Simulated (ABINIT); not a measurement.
# Beyond one shot: GaN (F-43m), part 2 of 3

Wanted: G0W0 and self-consistent gaps of GaN (F-43m), with the cost of the cycles.

ABINIT 10.8.3; LDA and many-body steps on it, plane waves. Known limits of the many-body steps: not at the basis limit; no spin-orbit coupling.

So far. Step 4 (G0W0): The gap on the mesh goes from 1.75 eV to 2.93 eV, a correction of +1.18 eV. Step 5 (evGW0, cycle 1): Against G0W0 in ABINIT (6×6×6 mesh, 123 bands, screening to 244.9 eV, Godby-Needs plasmon pole), the gap moves by +0.284 eV. This first cycle still uses the starting levels; it takes the full correction, at all points of the mesh, and its linearised value is 2.928 eV.

### 6. evGW0, cycle 2

Level of this step: evGW0 on LDA, plane waves, norm-conserving pseudopotentials (ABINIT).

The corrected levels of the last cycle go back in.

Input file run.abi:

```
acell 3*1.0 Angstrom
rprim 
  0.000000000000 2.253500607500 2.253500607500
  2.253500607500 0.000000000000 2.253500607500
  2.253500607500 2.253500607500 0.000000000000
ntypat 2
znucl 31 7
natom 2
typat 1 2
xred 
  0.000000000000 0.000000000000 0.000000000000
  0.750000000000 0.750000000000 0.750000000000
pp_dirpath "pseudos"
pseudos "Ga.upf, N.upf"
ecut 45
ngkpt 6 6 6
nshiftk 1
shiftk 0 0 0
kptopt 1
chksymbreak 0
istwfk *1
occopt 1
irdwfk 1
optdriver 4
nband 123
gwcalctyp 10
ecutsigx 45
symsigma 1
nkptgw 16
kptgw 
  0.0000000000 0.0000000000 0.0000000000
  0.1666666667 0.0000000000 0.0000000000
  0.3333333333 0.0000000000 0.0000000000
  0.5000000000 0.0000000000 0.0000000000
  0.1666666667 0.1666666667 0.0000000000
  0.3333333333 0.1666666667 0.0000000000
  0.5000000000 0.1666666667 0.0000000000
  -0.3333333333 0.1666666667 0.0000000000
  -0.1666666667 0.1666666667 0.0000000000
  0.3333333333 0.3333333333 0.0000000000
  0.5000000000 0.3333333333 0.0000000000
  -0.3333333333 0.3333333333 0.0000000000
  0.5000000000 0.5000000000 0.0000000000
  0.5000000000 0.3333333333 0.1666666667
  -0.3333333333 0.3333333333 0.1666666667
  -0.3333333333 0.5000000000 0.1666666667
bdgw 
  11 18
  11 18
  11 18
  11 18
  11 18
  11 18
  11 18
  11 18
  11 18
  11 18
  11 18
  11 18
  11 18
  11 18
  11 18
  11 18
ecuteps 9
irdscr 1
ppmodel 1
irdqps 1
indata_prefix "in"
outdata_prefix "out"
tmpdata_prefix "tmp"
```

The run is started by

```console
$ OMP_NUM_THREADS=1 mpirun -n 8 abinit run.abi > log
```

The log of the run:

```text
.Version 10.8.3 of ABINIT. v10.8.2 released Aug 2026.

 Symmetries : space group F-4 3 m (#216); Bravais cF (face-center cubic)
[... echo of the input left out ...]
== DATASET  1 ==================================================================
-   mpi_nproc: 8, omp_nthreads: 1 (-1 if OMP is not activated)

--- !DatasetInfo
iteration_state: {dtset: 1, }
dimensions: {natom: 2, nkpt: 16, mband: 123, nsppol: 1, nspinor: 1, nspden: 1, mpw: 2252, }
cutoff_energies: {ecut:  45.0, pawecutdg:  -1.0, }
[...]
.  kptgw no:  3; Maximum DeltaE = (  -0.123   0.007) for band index:  1
[...]
.  kptgw no: 15; Maximum DeltaE = (   0.077   0.000) for band index:  5
.  kptgw no: 16; Maximum DeltaE = (  -0.072   0.000) for band index:  8

== END DATASET(S) ==============================================================
================================================================================

 -outvars: echo values of variables after computation  --------
           etotal      0.0000000000E+00
            nband         123
             nkpt          16
          spgroup         216
 [... the other variables as echoed above ...]

 Calculation completed.
```

Wall time 4.2 min (8 MPI ranks of Arm Neoverse V2, shared host); peak memory 2.6 GiB; 34 min of CPU time.

This step gave:

| Quantity | Value |
| --- | --- |
| quasiparticle gap on the mesh | 3.085 eV |
| gap of the density functional on the mesh | 1.753 eV |
| k of the valence top | 0, 0, 0 |
| k of the conduction bottom | 0, 0, 0 |
| least direct quasiparticle gap on the computed points | 3.085 eV |

Against the cycle before, the gap moves by −0.127 eV.

### 7. evGW0, cycle 3

run.abi is that of step 6.

The log of the run:

```text
.Version 10.8.3 of ABINIT. v10.8.2 released Aug 2026.

 Symmetries : space group F-4 3 m (#216); Bravais cF (face-center cubic)
[... echo of the input left out ...]
== DATASET  1 ==================================================================
-   mpi_nproc: 8, omp_nthreads: 1 (-1 if OMP is not activated)

--- !DatasetInfo
iteration_state: {dtset: 1, }
dimensions: {natom: 2, nkpt: 16, mband: 123, nsppol: 1, nspinor: 1, nspden: 1, mpw: 2252, }
cutoff_energies: {ecut:  45.0, pawecutdg:  -1.0, }
[...]
.  kptgw no:  3; Maximum DeltaE = (   0.053  -0.000) for band index:  1
[...]
.  kptgw no: 15; Maximum DeltaE = (  -0.006   0.000) for band index:  5
.  kptgw no: 16; Maximum DeltaE = (   0.005   0.000) for band index:  8

== END DATASET(S) ==============================================================
================================================================================

 -outvars: echo values of variables after computation  --------
           etotal      0.0000000000E+00
            nband         123
             nkpt          16
          spgroup         216
 [... the other variables as echoed above ...]

 Calculation completed.
```

It took 4.2 min on 8 MPI ranks; peak memory 2.6 GiB; 34 min of CPU time.

This step gave:

```yaml
quasiparticle_gap_on_the_mesh: 3.094 eV
gap_of_the_density_functional_on_the_mesh: 1.753 eV
k_of_the_valence_top: 0, 0, 0
k_of_the_conduction_bottom: 0, 0, 0
least_direct_quasiparticle_gap_on_the_computed_points: 3.094 eV
```

Against the cycle before, the gap moves by +0.009 eV.

### 8. Screening, 6×6×6 mesh, 123 bands, screening to 244.9 eV

This step: RPA screening on LDA, plane waves, norm-conserving pseudopotentials.

Input file run.abi:

```
acell 3*1.0 Angstrom
rprim 
  0.000000000000 2.253500607500 2.253500607500
  2.253500607500 0.000000000000 2.253500607500
  2.253500607500 2.253500607500 0.000000000000
ntypat 2
znucl 31 7
natom 2
typat 1 2
xred 
  0.000000000000 0.000000000000 0.000000000000
  0.750000000000 0.750000000000 0.750000000000
pp_dirpath "pseudos"
pseudos "Ga.upf, N.upf"
ecut 45
ngkpt 6 6 6
nshiftk 1
shiftk 0 0 0
kptopt 1
chksymbreak 0
istwfk *1
occopt 1
irdwfk 1
optdriver 3
nband 123
ecuteps 9
inclvkb 2
awtr 1
symchi 1
gwcalctyp 10
mbpt_sciss 1.664 eV
nqptdm 1
qptdm 
  0 0 0
indata_prefix "in"
outdata_prefix "out"
tmpdata_prefix "tmp"
```

The log of the run:

```text
.Version 10.8.3 of ABINIT. v10.8.2 released Aug 2026.

 Symmetries : space group F-4 3 m (#216); Bravais cF (face-center cubic)
[... echo of the input left out ...]
== DATASET  1 ==================================================================
-   mpi_nproc: 8, omp_nthreads: 1 (-1 if OMP is not activated)

--- !DatasetInfo
iteration_state: {dtset: 1, }
dimensions: {natom: 2, nkpt: 16, mband: 123, nsppol: 1, nspinor: 1, nspden: 1, mpw: 2252, }
cutoff_energies: {ecut:  45.0, pawecutdg:  -1.0, }
electrons: {nelect:   2.60000000E+01, charge:   0.00000000E+00, occopt:   1.00000000E+00, tsmear:   1.00000000E-02, }

 SCREENING: Calculation of the susceptibility and dielectric matrices

 Based on a program developped by R.W. Godby, V. Olevano, G. Onida, and L. Reining.
 Incorporated in ABINIT by V. Olevano, G.-M. Rignanese, and M. Torrent.
.Using double precision arithmetic ; gwpc =  8

[... cell and pseudopotentials left out ...]
--------------------------------------------------------------------------------

 ==== K-mesh for the wavefunctions ====
 Number of points in the irreducible wedge :    16
[... list of points left out ...]
 Together with 24 symmetry operations and time-reversal symmetry
 yields   216 points in the full Brillouin Zone.

 ==== Q-mesh for the screening function ====
 Number of points in the irreducible wedge :    16
[... list of points left out ...]
 Together with 24 symmetry operations and time-reversal symmetry
 yields   216 points in the full Brillouin Zone.

 setmesh: FFT mesh size selected  =    27x   27x   27
          total number of points  =        19683

 vcoul_init : cutoff-mode = AUXILIARY_FUNCTION
 q-points for optical limit:   1
     1)      0.000010    0.000020    0.000030

 Dielectric matrix will be calculated only for some
 selected q points provided by the user through the input variables
 nqptdm and qptdm

- screening: taking advantage of time-reversal symmetry
- Maximum band index for partially occupied states nbvw = 13
- Remaining bands to be divided among processors   nbcw = 110
- Number of bands treated by each node ~13

 rdqps: reading QP wavefunctions of the previous step
        looking for file in_QPS
 file not found, 1st iteration initialized with KS eigenelements

 screening : performing a first self-consistency
 update of the energies in W by a scissor operator
 applying a scissor operator of [eV] :   1.664

 Number of electrons calculated from density =   26.0000; Expected =   26.0000
 average of density, n =  0.168335
 r_s =    1.1235
 omega_plasma =   39.5770 [eV]

 calculating chi0 at frequencies [eV] :
  1    0.000000E+00    0.000000E+00
  2    0.000000E+00    3.957696E+01

--------------------------------------------------------------------------------
  q-point number  1        q = ( 0.000000, 0.000000, 0.000000) [r.l.u.]
--------------------------------------------------------------------------------
[... chi0 elements left out ...]
 For q-point:  0.000010 0.000020 0.000030
  dielectric constant =   5.2493
  dielectric constant without local fields =   5.5838

  Average fulfillment of the sum rule on Im[epsilon] for q-point    1 :     58.66  [%]
[... wings left out ...]
== END DATASET(S) ==============================================================
================================================================================

 -outvars: echo values of variables after computation  --------
           etotal      0.0000000000E+00
            nband         123
             nkpt          16
          spgroup         216
 [... the other variables as echoed above ...]

 Calculation completed.
```

It took 5.2 s on 8 MPI ranks; peak memory 1.2 GiB.

Numbers from this step:

| Property | Result |
| --- | --- |
| ε∞ with local fields, on this mesh, along the program's q direction | 5.249 |
| the same without local fields | 5.584 |
| plasma frequency | 39.58 eV |
| plane waves in the screening matrix | 181 |

This screening uses the functional's bands under a rigid shift, the mean opening of the cycle before.

### 9. Screening, 6×6×6 mesh, 123 bands, screening to 244.9 eV

This step: RPA screening on LDA from quasiparticle energies, plane waves, norm-conserving pseudopotentials.

run.abi, as its differences from that of step 8:

```diff
@@ -29,7 +29,21 @@
 symchi 1
+irdqps 1
 gwcalctyp 10
-mbpt_sciss 1.664 eV
-nqptdm 1
+nqptdm 15
 qptdm 
-  0 0 0
+  0.1666666667 0.0000000000 0.0000000000
+  0.3333333333 0.0000000000 0.0000000000
+  0.5000000000 0.0000000000 0.0000000000
+  0.1666666667 0.1666666667 0.0000000000
+  0.3333333333 0.1666666667 0.0000000000
+  0.5000000000 0.1666666667 0.0000000000
+  -0.3333333333 0.1666666667 0.0000000000
+  -0.1666666667 0.1666666667 0.0000000000
+  0.3333333333 0.3333333333 0.0000000000
+  0.5000000000 0.3333333333 0.0000000000
+  -0.3333333333 0.3333333333 0.0000000000
+  0.5000000000 0.5000000000 0.0000000000
+  0.5000000000 0.3333333333 0.1666666667
+  -0.3333333333 0.3333333333 0.1666666667
+  -0.3333333333 0.5000000000 0.1666666667
 indata_prefix "in"
```

Input file mrgscr.stdin:

```
2
merged
q0_SCR
out_SCR
1
```

The run is started by

```console
$ OMP_NUM_THREADS=1 mpirun -n 8 abinit run.abi > log; mrgscr < mrgscr.stdin
```

The log of the run:

```text
.Version 10.8.3 of ABINIT. v10.8.2 released Aug 2026.

 Symmetries : space group F-4 3 m (#216); Bravais cF (face-center cubic)
[... echo of the input left out ...]
== DATASET  1 ==================================================================
-   mpi_nproc: 8, omp_nthreads: 1 (-1 if OMP is not activated)

--- !DatasetInfo
iteration_state: {dtset: 1, }
dimensions: {natom: 2, nkpt: 16, mband: 123, nsppol: 1, nspinor: 1, nspden: 1, mpw: 2252, }
cutoff_energies: {ecut:  45.0, pawecutdg:  -1.0, }
[...]
q-point number  1        q = ( 0.166667, 0.000000, 0.000000) [r.l.u.]
--------------------------------------------------------------------------------
[... chi0 elements left out ...]
  Average fulfillment of the sum rule on Im[epsilon] for q-point    2 :     72.72  [%]

--------------------------------------------------------------------------------
  q-point number  2        q = ( 0.333333, 0.000000, 0.000000) [r.l.u.]
--------------------------------------------------------------------------------
[... chi0 elements left out ...]
  Average fulfillment of the sum rule on Im[epsilon] for q-point    3 :     66.70  [%]

 [... 13 further q-points ...]
```

The job ended after 81 s (8 MPI ranks; peak memory 1.9 GiB; 11 min of CPU time).

This step gave:

```yaml
plasma_frequency: 39.58 eV
plane_waves_in_the_screening_matrix: 181
```

This screening reads the quasiparticle levels of the cycle before.

### 10. evGW, cycle 1

This step: evGW on LDA, plane waves, norm-conserving pseudopotentials.

run.abi, as its differences from that of step 9:

```diff
@@ -23,12 +23,10 @@
 irdwfk 1
-optdriver 3
+optdriver 4
 nband 123
-ecuteps 9
-inclvkb 2
-awtr 1
-symchi 1
-irdqps 1
 gwcalctyp 10
-nqptdm 15
-qptdm 
+ecutsigx 45
+symsigma 1
+nkptgw 16
+kptgw 
+  0.0000000000 0.0000000000 0.0000000000
   0.1666666667 0.0000000000 0.0000000000
@@ -48,2 +46,23 @@
   -0.3333333333 0.5000000000 0.1666666667
+bdgw 
+  11 18
+  11 18
+  11 18
+  11 18
+  11 18
+  11 18
+  11 18
+  11 18
+  11 18
+  11 18
+  11 18
+  11 18
+  11 18
+  11 18
+  11 18
+  11 18
+ecuteps 9
+irdscr 1
+ppmodel 1
+irdqps 1
 indata_prefix "in"
```

The run is started by

```console
$ OMP_NUM_THREADS=1 mpirun -n 8 abinit run.abi > log
```

The log of the run:

```text
.Version 10.8.3 of ABINIT. v10.8.2 released Aug 2026.

 Symmetries : space group F-4 3 m (#216); Bravais cF (face-center cubic)
[... echo of the input left out ...]
== DATASET  1 ==================================================================
-   mpi_nproc: 8, omp_nthreads: 1 (-1 if OMP is not activated)

--- !DatasetInfo
iteration_state: {dtset: 1, }
dimensions: {natom: 2, nkpt: 16, mband: 123, nsppol: 1, nspinor: 1, nspden: 1, mpw: 2252, }
cutoff_energies: {ecut:  45.0, pawecutdg:  -1.0, }
[...]
.  kptgw no:  3; Maximum DeltaE = (   0.171  -0.001) for band index:  8
[...]
.  kptgw no: 15; Maximum DeltaE = (   0.165  -0.000) for band index:  8
.  kptgw no: 16; Maximum DeltaE = (   0.175  -0.000) for band index:  8

== END DATASET(S) ==============================================================
================================================================================

 -outvars: echo values of variables after computation  --------
           etotal      0.0000000000E+00
            nband         123
             nkpt          16
          spgroup         216
 [... the other variables as echoed above ...]

 Calculation completed.
```

The job ended after 4.2 min (8 MPI ranks; peak memory 2.6 GiB).

Numbers from this step:

| Quantity | Value |
| --- | --- |
| quasiparticle gap on the mesh | 3.368 eV |
| gap of the density functional on the mesh | 1.753 eV |
| k of the valence top | 0, 0, 0 |
| k of the conduction bottom | 0, 0, 0 |
| least direct quasiparticle gap on the computed points | 3.368 eV |

Against G0W0 in ABINIT (6×6×6 mesh, 123 bands, screening to 244.9 eV, Godby-Needs plasmon pole), the gap moves by +0.440 eV.

### 11. Screening, 6×6×6 mesh, 123 bands, screening to 244.9 eV

This step: RPA screening on LDA, plane waves, norm-conserving pseudopotentials.

Input file run.abi:

```
acell 3*1.0 Angstrom
rprim 
  0.000000000000 2.253500607500 2.253500607500
  2.253500607500 0.000000000000 2.253500607500
  2.253500607500 2.253500607500 0.000000000000
ntypat 2
znucl 31 7
natom 2
typat 1 2
xred 
  0.000000000000 0.000000000000 0.000000000000
  0.750000000000 0.750000000000 0.750000000000
pp_dirpath "pseudos"
pseudos "Ga.upf, N.upf"
ecut 45
ngkpt 6 6 6
nshiftk 1
shiftk 0 0 0
kptopt 1
chksymbreak 0
istwfk *1
occopt 1
irdwfk 1
optdriver 3
nband 123
ecuteps 9
inclvkb 2
awtr 1
symchi 1
gwcalctyp 10
mbpt_sciss 1.998 eV
nqptdm 1
qptdm 
  0 0 0
indata_prefix "in"
outdata_prefix "out"
tmpdata_prefix "tmp"
```

The log of the run:

```text
.Version 10.8.3 of ABINIT. v10.8.2 released Aug 2026.

 Symmetries : space group F-4 3 m (#216); Bravais cF (face-center cubic)
[... echo of the input left out ...]
== DATASET  1 ==================================================================
-   mpi_nproc: 8, omp_nthreads: 1 (-1 if OMP is not activated)

--- !DatasetInfo
iteration_state: {dtset: 1, }
dimensions: {natom: 2, nkpt: 16, mband: 123, nsppol: 1, nspinor: 1, nspden: 1, mpw: 2252, }
cutoff_energies: {ecut:  45.0, pawecutdg:  -1.0, }
[...]
[... chi0 elements left out ...]
 For q-point:  0.000010 0.000020 0.000030
  dielectric constant =   5.0822
  dielectric constant without local fields =   5.3983

  Average fulfillment of the sum rule on Im[epsilon] for q-point    1 :     58.97  [%]
[... wings left out ...]
== END DATASET(S) ==============================================================
================================================================================

 -outvars: echo values of variables after computation  --------
           etotal      0.0000000000E+00
            nband         123
             nkpt          16
          spgroup         216
 [... the other variables as echoed above ...]

 Calculation completed.
```

It took 5.7 s on 8 MPI ranks; peak memory 1.2 GiB.

Numbers from this step:

```yaml
eps_infinity_with_local_fields_on_this_mesh_along_the_program_s_q_direction: 5.082
the_same_without_local_fields: 5.398
plasma_frequency: 39.58 eV
plane_waves_in_the_screening_matrix: 181
```

This screening uses the functional's bands under a rigid shift, the mean opening of the cycle before.

### 12. Screening, 6×6×6 mesh, 123 bands, screening to 244.9 eV

This step: RPA screening on LDA from quasiparticle energies, plane waves, norm-conserving pseudopotentials.

run.abi, as its differences from that of step 11:

```diff
@@ -29,7 +29,21 @@
 symchi 1
+irdqps 1
 gwcalctyp 10
-mbpt_sciss 1.998 eV
-nqptdm 1
+nqptdm 15
 qptdm 
-  0 0 0
+  0.1666666667 0.0000000000 0.0000000000
+  0.3333333333 0.0000000000 0.0000000000
+  0.5000000000 0.0000000000 0.0000000000
+  0.1666666667 0.1666666667 0.0000000000
+  0.3333333333 0.1666666667 0.0000000000
+  0.5000000000 0.1666666667 0.0000000000
+  -0.3333333333 0.1666666667 0.0000000000
+  -0.1666666667 0.1666666667 0.0000000000
+  0.3333333333 0.3333333333 0.0000000000
+  0.5000000000 0.3333333333 0.0000000000
+  -0.3333333333 0.3333333333 0.0000000000
+  0.5000000000 0.5000000000 0.0000000000
+  0.5000000000 0.3333333333 0.1666666667
+  -0.3333333333 0.3333333333 0.1666666667
+  -0.3333333333 0.5000000000 0.1666666667
 indata_prefix "in"
```

mrgscr.stdin is that of step 9.

The run is started by

```console
$ OMP_NUM_THREADS=1 mpirun -n 8 abinit run.abi > log; mrgscr < mrgscr.stdin
```

The log of the run:

```text
.Version 10.8.3 of ABINIT. v10.8.2 released Aug 2026.

 Symmetries : space group F-4 3 m (#216); Bravais cF (face-center cubic)
[... echo of the input left out ...]
== DATASET  1 ==================================================================
-   mpi_nproc: 8, omp_nthreads: 1 (-1 if OMP is not activated)

--- !DatasetInfo
iteration_state: {dtset: 1, }
dimensions: {natom: 2, nkpt: 16, mband: 123, nsppol: 1, nspinor: 1, nspden: 1, mpw: 2252, }
cutoff_energies: {ecut:  45.0, pawecutdg:  -1.0, }
[...]
q-point number  1        q = ( 0.166667, 0.000000, 0.000000) [r.l.u.]
--------------------------------------------------------------------------------
[... chi0 elements left out ...]
  Average fulfillment of the sum rule on Im[epsilon] for q-point    2 :     73.42  [%]

--------------------------------------------------------------------------------
  q-point number  2        q = ( 0.333333, 0.000000, 0.000000) [r.l.u.]
--------------------------------------------------------------------------------
[... chi0 elements left out ...]
  Average fulfillment of the sum rule on Im[epsilon] for q-point    3 :     67.11  [%]

 [... 13 further q-points ...]
```

Elapsed: 80 s, on 8 MPI ranks; peak memory 1.9 GiB.

This step gave:

- plasma frequency: 39.58 eV
- plane waves in the screening matrix: 181

This screening reads the quasiparticle levels of the cycle before.

(Part 2 of 3 ends here.)

[Paths, hosts, dates, memory and timing lines, banners, echoed tables and standing remarks are left out of the program output.]

[Logs are printed without paths, hosts, clocks, repeated set-up lines and the standing remarks that a program may print on its own settings, such as how far it seeks lower states.]

[Runs of the session that timed out or met a known fault of the program may be left out.]

[Hosts, paths, dates, database ids (printed as entryN), source tags and the programs' standing remarks are cut or masked in the printed files.]

[G0W0 gaps are taken among the corrected bands and points alone; a level outside them can change the order at an edge.]

[Where Ansatz stands beside ABINIT at settings called matched, ABINIT's density can come from a denser mesh and the files from another edition; pairs whose starting gaps differed by over 0.03 eV were left out, so agreement reads better than it is.]
